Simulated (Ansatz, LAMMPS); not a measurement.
**Molecular dynamics of amorphous Si0.3C0.7 (96 atoms)**

Wanted: a short trajectory of amorphous Si0.3C0.7 (96 atoms) with its pair distributions.

Calculated with Ansatz 0.2.0; Kohn-Sham DFT, RPBE, PAW (set soft_2), plane waves.

### Step 1. The structure

The cell holds 96 atoms: 29 Si and 67 C. Its edges and angles: a = 9.833 Å, b = 9.833 Å, c = 9.833 Å, α = 90.0°, β = 90.0°, γ = 90.0°. 96 atoms (29 Si, 67 C) placed at random at 2.83 g/cm³, melted at 4500 K for 10 ps at fixed volume with the Erhart-Albe potential (Erhart and Albe, Phys. Rev. B 71, 035211 (2005)). Quenched from 4500 K to 500 K at 50 K/ps and fixed volume, held 5 ps, then minimised at fixed cell.

Before any run, some limits are plain. The quench rate of 50 K/ps is orders of magnitude faster than experiment, which tends to freeze in extra defects. The starting topology of bonds comes from the classical model, and needn't be the one that DFT or experiment would give.

### Step 2. Single point at the start

A single point comes first, to see the forces before anything moves.

Contents of input.yaml:

```yaml
crystal:
  lattice:
    - [9.8331, 0.0, 0.0]
    - [0.0, 9.8331, 0.0]
    - [0.0, 0.0, 9.8331]
  atoms:
    - { symbol: Si, position: [0.95019, 0.75221, 0.75696] }
    - { symbol: Si, position: [0.5155, 0.24401, 0.5139] }
    - { symbol: Si, position: [0.27904, 0.49689, 0.18169] }
    - { symbol: Si, position: [0.25497, 0.08831, 0.62873] }
    [... 86 atom lines left out ...]
    - { symbol: C, position: [0.34308, 0.90078, 0.91925] }
    - { symbol: C, position: [0.542, 0.9594, 0.02736] }
    - { symbol: C, position: [0.65714, 0.87303, 0.07055] }
    - { symbol: C, position: [0.7746, 0.41855, 0.49216] }
    - { symbol: C, position: [0.51898, 0.70058, 0.28353] }
    - { symbol: C, position: [0.51594, 0.48375, 0.62448] }
kpoints:
  mp_grid: { grid: [1, 1, 1] }
hamiltonian:
  xc: rpbe
scf:
  occupations: { method: gaussian, width: 0.025 }
output:
  forces: true
  stress: true
```

Command:

```bash
$ ansatz run input.yaml --threads 4 --pin off --max-ram 15872MiB --backend cpu --events-out ev --progress --plain --runs-dir out
```

Elapsed: 5.9 s, on 4 threads of Intel Xeon 6975P-C (Granite Rapids), shared host; peak memory 1.2 GiB.

Read from the output:

* free energy: -35349.1740 eV
* free energy per atom: -368.2206 eV/atom
* SCF cycles: 9
* pressure: 1.91 GPa
* r.m.s. force component: 0.9251 eV/Å
* longest force: 3.769 eV/Å
* Fermi energy: 9.495 eV

The r.m.s. force component of 0.93 eV/Å and the pressure of 1.9 GPa set the starting point.

Length of the force by element:

| element | coordination | atoms | mean length of the force (eV/Å) | spread | least | most |
| --- | --- | --- | --- | --- | --- | --- |
| C | all | 67 | 1.59 | 0.694 | 0.457 | 3.77 |
| Si | all | 29 | 1.15 | 0.509 | 0.273 | 2.15 |

### Step 3. Dynamics started at 300 K

A Nosé–Hoover thermostat steers the temperature while disturbing the dynamics little. The time step is 1.0 fs.

input.yaml: that of step 2 with these lines changed.

```diff
@@ -16 +16,8 @@
   stress: true
+md:
+  timestep: 1.0
+  n_steps: 82
+  ensemble: nvt_nose_hoover
+  temperature: 300
+  initial_velocities: maxwell_boltzmann
+  seed: 8959
```

The job ended after 5.1 min (4 threads; peak memory 1.4 GiB; 18 min of CPU time).

The program notes that the SCF threshold is loose for the stress and it switched symmetry off.

The trajectory, sampled:

| time (fs) | T (K) | potential (meV/atom) | conserved (meV/atom) |
| --- | --- | --- | --- |
| 0.0 | 300 | 0.0 | 0.00 |
| 5.0 | 338 | -4.9 | -0.03 |
| 11.0 | 419 | -15.3 | -0.06 |
| 16.0 | 463 | -21.2 | -0.05 |
| 22.0 | 523 | -29.2 | -0.04 |
| 27.0 | 582 | -37.6 | -0.05 |
| 33.0 | 642 | -46.7 | -0.06 |
| 38.0 | 641 | -48.3 | -0.07 |
| 44.0 | 631 | -49.6 | -0.07 |
| 49.0 | 595 | -47.3 | -0.08 |
| 55.0 | 536 | -42.1 | -0.04 |
| 60.0 | 559 | -47.1 | -0.10 |
| 66.0 | 539 | -46.4 | -0.04 |
| 71.0 | 588 | -54.3 | -0.08 |
| 77.0 | 645 | -63.8 | -0.11 |
| 82.0 | 628 | -63.4 | -0.07 |

Mean square displacement from the first frame to the last: Si 0.17 Å², C 0.13 Å².

Mean square displacement against time lag:

| time lag (fs) | C (Å²) | Si (Å²) |
| --- | --- | --- |
| 1.0 | 1.0e-4 | 6.0e-5 |
| 2.0 | 4.0e-4 | 2.4e-4 |
| 4.0 | 0.00158 | 9.6e-4 |
| 6.0 | 0.00348 | 0.00216 |
| 7.0 | 0.00467 | 0.00293 |
| 9.0 | 0.00743 | 0.00481 |
| 11.0 | 0.0106 | 0.00714 |
| 12.0 | 0.0123 | 0.00846 |
| 14.0 | 0.0159 | 0.0114 |
| 16.0 | 0.0196 | 0.0147 |
| 17.0 | 0.0215 | 0.0165 |
| 19.0 | 0.0252 | 0.0204 |
| 21.0 | 0.0290 | 0.0246 |
| 22.0 | 0.0309 | 0.0268 |
| 24.0 | 0.0347 | 0.0314 |
| 26.0 | 0.0386 | 0.0362 |
| 27.0 | 0.0405 | 0.0387 |
| 29.0 | 0.0444 | 0.0439 |
| 31.0 | 0.0483 | 0.0493 |
| 32.0 | 0.0503 | 0.0521 |
| 34.0 | 0.0543 | 0.0577 |
| 36.0 | 0.0583 | 0.0634 |
| 37.0 | 0.0603 | 0.0663 |
| 39.0 | 0.0644 | 0.0721 |
| 41.0 | 0.0684 | 0.0780 |

Over the second half of 82 fs the temperature averages 588 K with swings of 40 K r.m.s. The conserved energy stays within 0.11 meV/atom. From first frame to last Si has the largest mean square displacement, 0.17 Å² at the end; the farthest move is 0.95 Å. The mean temperature of 588 K lies well off the 300 K of the input, so the thermostat hasn't yet brought the run to equilibrium. The run spans 0.08 ps, too short for its means to be equilibrium values.

### Step 4. Structure statistics late in the run

The g(r) is a mean over the second half.

Density 2.83 g/cm³, 9.904 Å³ an atom.

Mean of 15 frames. Pair distribution functions g(r), in bins of 0.1 Å:

| r (Å) | total | C-C | C-Si | Si-Si |
| --- | --- | --- | --- | --- |
| 1.15 | 0.00 | 0.00 | 0.00 | 0.00 |
| 1.25 | 0.03 | 0.06 | 0.00 | 0.00 |
| 1.35 | 0.42 | 0.86 | 0.00 | 0.00 |
| 1.45 | 3.01 | 6.17 | 0.00 | 0.00 |
| 1.55 | 1.67 | 3.42 | 0.00 | 0.00 |
| 1.65 | 0.14 | 0.28 | 0.00 | 0.00 |
| 1.75 | 0.19 | 0.00 | 0.45 | 0.00 |
| 1.85 | 1.23 | 0.00 | 2.93 | 0.00 |
| 1.95 | 1.59 | 0.00 | 3.77 | 0.00 |
| 2.05 | 0.45 | 0.00 | 1.07 | 0.00 |
| 2.15 | 0.23 | 0.02 | 0.48 | 0.10 |
| 2.25 | 0.32 | 0.10 | 0.44 | 0.99 |
| 2.35 | 0.58 | 0.56 | 0.47 | 1.21 |
| 2.45 | 1.01 | 1.57 | 0.36 | 0.98 |
| 2.55 | 1.19 | 1.86 | 0.50 | 0.80 |
| 2.65 | 0.89 | 1.16 | 0.68 | 0.43 |
| 2.75 | 1.06 | 0.88 | 1.35 | 0.69 |
| 2.85 | 1.15 | 0.90 | 1.36 | 1.48 |
| 2.95 | 1.46 | 1.13 | 1.66 | 2.31 |
| 3.05 | 1.43 | 1.27 | 1.52 | 1.84 |
| 3.15 | 1.49 | 1.46 | 1.34 | 2.34 |
| 3.25 | 1.14 | 1.15 | 1.06 | 1.49 |
| 3.35 | 0.93 | 0.86 | 0.92 | 1.32 |
| 3.45 | 0.98 | 1.08 | 0.82 | 1.11 |
| 3.55 | 0.97 | 1.02 | 0.83 | 1.30 |
| 3.65 | 0.96 | 1.10 | 0.86 | 0.68 |
| 3.75 | 1.05 | 1.14 | 0.97 | 0.87 |
| 3.85 | 0.95 | 0.99 | 0.97 | 0.63 |
| 3.95 | 0.90 | 1.03 | 0.80 | 0.72 |
| 4.05 | 0.92 | 0.89 | 0.95 | 0.96 |
| 4.15 | 0.93 | 0.91 | 0.89 | 1.25 |
| 4.25 | 0.95 | 1.05 | 0.87 | 0.74 |
| 4.35 | 0.95 | 1.04 | 0.88 | 0.81 |
| 4.45 | 0.96 | 0.95 | 0.98 | 0.84 |
| 4.55 | 0.94 | 0.91 | 0.99 | 0.81 |
| 4.65 | 1.04 | 1.02 | 1.08 | 1.01 |
| 4.75 | 0.99 | 0.97 | 0.97 | 1.14 |
| 4.85 | 1.02 | 0.98 | 1.05 | 1.03 |

### Step 5. Single point at the last frame

The last frame is solved once more, with the analyses that the dynamics left out.

Contents of input.yaml:

```yaml
crystal:
  lattice:
    - [9.8331, 0.0, 0.0]
    - [0.0, 9.8331, 0.0]
    - [0.0, 0.0, 9.8331]
  atoms:
    - { symbol: Si, position: [0.96027, 0.77331, 0.77111] }
    - { symbol: Si, position: [0.50332, 0.21965, 0.53805] }
    - { symbol: Si, position: [0.29675, 0.50031, 0.16639] }
    - { symbol: Si, position: [0.21994, 0.05029, 0.59636] }
    [... 86 atom lines left out ...]
    - { symbol: C, position: [0.36939, 0.88414, 0.94714] }
    - { symbol: C, position: [0.55976, 0.99305, 0.07594] }
    - { symbol: C, position: [0.67128, 0.89184, 0.07079] }
    - { symbol: C, position: [0.80713, 0.41924, 0.52236] }
    - { symbol: C, position: [0.52002, 0.6873, 0.2646] }
    - { symbol: C, position: [0.49897, 0.48461, 0.62363] }
kpoints:
  mp_grid: { grid: [2, 2, 2] }
hamiltonian:
  xc: rpbe
scf:
  occupations: { method: gaussian, width: 0.025 }
output:
  forces: true
  stress: true
  populations: intrinsic
  dos:
    method: { smearing: { sigma: 0.15 } }
    de: 0.1
    projected: { site_lists: { C: [C], Si: [Si] } }
  eigenvalues: true
  write_density: true
  write_potential: true
  volumetric_format: npy
  elf: true
```

The job ended after 81 s (4 threads; peak memory 6.2 GiB; 5.2 min of CPU time).

The run gave:

```
free energy                             : -35354.9515 eV
free energy per atom                    : -368.2807 eV/atom
SCF cycles                              : 8
pressure                                : 2.312 GPa
r.m.s. force component                  : 0.9215 eV/Å
longest force                           : 3.814 eV/Å
Fermi energy                            : 9.48 eV
levels partly filled by over 2 per cent : 2
```

Length of the force by element:

| element | coordination | atoms | mean length of the force (eV/Å) | spread | least | most |
| --- | --- | --- | --- | --- | --- | --- |
| C | all | 67 | 1.50 | 0.738 | 0.575 | 3.81 |
| Si | all | 29 | 1.28 | 0.566 | 0.51 | 2.62 |

Intrinsic-atomic-orbital charges by element:

| element | coordination | atoms | mean charge (e) | spread | least | most |
| --- | --- | --- | --- | --- | --- | --- |
| C | all | 67 | -0.317 | 0.251 | -1.01 | 0.0479 |
| Si | all | 29 | 0.733 | 0.244 | 0.107 | 1.11 |

States in the cell by windows of 1 eV, zero at the Fermi level; the larger projections on atomic orbitals stand beside the total:

| from (eV) | to (eV) | total | C p | Si p | Si s | C s |
| --- | --- | --- | --- | --- | --- | --- |
| -18 | -17 | 10.7 | 2.1 | 1.0 | 0.5 | 7.1 |
| -17 | -16 | 13.9 | 3.1 | 1.5 | 0.8 | 8.4 |
| -16 | -15 | 13.0 | 3.5 | 1.2 | 0.8 | 7.4 |
| -15 | -14 | 12.7 | 3.8 | 1.4 | 1.1 | 6.4 |
| -14 | -13 | 12.5 | 4.4 | 1.2 | 1.2 | 5.7 |
| -13 | -12 | 14.2 | 5.7 | 1.4 | 1.6 | 5.3 |
| -12 | -11 | 14.5 | 6.8 | 1.3 | 1.9 | 4.4 |
| -11 | -10 | 17.3 | 9.2 | 1.7 | 2.8 | 3.5 |
| -10 | -9 | 22.3 | 13.1 | 2.4 | 3.7 | 3.1 |
| -9 | -8 | 23.9 | 15.4 | 2.8 | 3.3 | 2.3 |
| -8 | -7 | 27.2 | 18.6 | 3.7 | 2.7 | 2.1 |
| -7 | -6 | 31.0 | 21.7 | 5.0 | 2.1 | 2.0 |
| -6 | -5 | 31.8 | 22.0 | 6.0 | 1.8 | 1.7 |
| -5 | -4 | 31.0 | 21.0 | 6.7 | 1.6 | 1.5 |
| -4 | -3 | 31.0 | 20.2 | 7.7 | 1.4 | 1.3 |
| -3 | -2 | 27.3 | 17.5 | 7.1 | 1.2 | 1.1 |
| -2 | -1 | 23.0 | 14.7 | 5.7 | 1.0 | 1.1 |
| -1 | 0 | 19.8 | 12.5 | 4.7 | 1.0 | 1.0 |
| 0 | 1 | 17.6 | 10.7 | 4.1 | 1.1 | 0.9 |
| 1 | 2 | 17.8 | 9.0 | 4.9 | 1.4 | 1.3 |
| 2 | 3 | 24.3 | 9.8 | 7.5 | 2.3 | 2.2 |
| 3 | 4 | 27.3 | 9.0 | 8.9 | 2.9 | 2.8 |
| 4 | 5 | 31.6 | 9.3 | 10.1 | 3.5 | 3.4 |

Between -20 and -18 eV lie 8 more states.

The levels nearest the highest filled one (over half full), pooled over k-points and spins:

| level less the highest filled one (eV) | occupation |
| --- | --- |
| -0.0791 | 2 |
| -0.0699 | 2 |
| -0.0624 | 2 |
| -0.036 | 2 |
| -0.0063 | 1.98 |
| 0 | 1.96 |
| 0.0707 | 0.051 |
| 0.0891 | 0.003 |
| 0.0897 | 0.002 |
| 0.0969 | 0.001 |
| 0.120 | 0 |
| 0.122 | 0 |

Mean intrinsic-atomic-orbital charges: C -0.32, Si +0.73 e. Within 0.4 eV of the Fermi level the largest share is C p (65 % of the projected weight).

### Step 6. What came out

```json
{"mean temperature, second half": "587.8 K", "temperature swing, second half": "40.18 K", "mean pressure, second half": "3.707 GPa", "slope of the conserved energy against time, by least squares": "-0.6588 meV/atom/ps", "free energy per atom": "-368.2807 eV/atom", "pressure": "2.312 GPa", "r.m.s. force component": "0.9215 eV/Å", "wall time of the 3 DFT runs": "6.5 min"}
```

Over the second half of 82 fs the temperature averages 588 K with swings of 40 K r.m.s. The conserved energy stays within 0.11 meV/atom. The mean temperature of 588 K lies well off the 300 K of the input, so the thermostat hasn't yet brought the run to equilibrium. The run spans 0.08 ps, too short for its means to be equilibrium values. 2 levels are partly filled, by over 2 % (on the run's k-points): no clear gap opens at this level. Levels of broken or missing bonds inside a gap of the host would look the same.

**Limits.** The stress is far from hydrostatic: its diagonal is 2.0, 0.7, 4.3 GPa, compression counted positive. The dynamics ran on a 1×1×1 mesh and the single point on 2×2×2, so their forces and energies differ by that too. The pressure of 2.3 GPa is that of one thermal frame at a volume set beforehand, without the kinetic term.

[Logs are printed without paths, hosts, clocks, repeated set-up lines and the standing remarks that a program may print on its own settings, such as how far it seeks lower states.]

[Hosts, paths, dates, database ids (printed as entryN), source tags and the programs' standing remarks are cut or masked in the printed files.]
